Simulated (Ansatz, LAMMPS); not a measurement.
## Ionic liquid Pyr13+ BF4- at 450 K (128 atoms): a reference run and its variants

Density of this cell: 1.16 g/cm³. The cell holds 128 atoms: 32 C, 4 N, 72 H, 4 B and 16 F. Cell: a = 10.731 Å, b = 10.731 Å, c = 10.731 Å, α = 90.0°, β = 90.0°, γ = 90.0°. 4 Pyr13+, 4 BF4- placed at random, at 1.16 g/cm³; overlaps pushed apart, then 10 ps at 700 K with stiff harmonic cages for PF6 and BF4 with UFF radii; MMFF94 bonds, angles, torsions, charges and radii (Halgren, J. Comput. Chem. 17, 490 (1996)) in harmonic and 12-6 forms; charges of ions scaled by 0.8. Snapshot after 30 ps at 450 K and fixed volume.

Geometry: as built.

Reference run: Kohn-Sham DFT, PBE+D4, PAW (set soft_2), plane waves (Ansatz 0.2.0), cutoff 750 eV, Γ point, gaussian smearing of 0.025 eV.

* r.m.s. force component: 0.9507 eV/Å
* gap (highest filled to lowest empty level): 5.814 eV
* SCF cycles: 9
* time: 4.6 s on 8 threads of AMD EPYC 9R45, shared host

Variants, in no order:
A. support functions medium, spacing 0.234 Å
B. support functions medium
C. support functions high
D. support functions medium, spacing 0.324 Å

**Question.** Rank the variants by how far their forces lie from the reference's, least first.

C, B, A, D.

```
                                     variant  Δ force, r.m.s. (meV/Å)  share of r.m.s. force (%)  time over the reference's
                   C. support functions high                    0.345                     0.0363                         23
                 B. support functions medium                    0.533                     0.0561                        5.1
A. support functions medium, spacing 0.234 Å                     1.07                      0.112                        3.6
D. support functions medium, spacing 0.324 Å                     25.9                       2.72                        2.6
```

[Logs are printed without paths, hosts, clocks, repeated set-up lines and the standing remarks that a program may print on its own settings, such as how far it seeks lower states.]

[Hosts, paths, dates, database ids (printed as entryN), source tags and the programs' standing remarks are cut or masked in the printed files.]

[The MMFF94 radii named for the starting cell were scaled by 0.96; in molecules described by MMFF94, hydrogen bound to N, O or S took a small fixed 12-6 site in their place.]
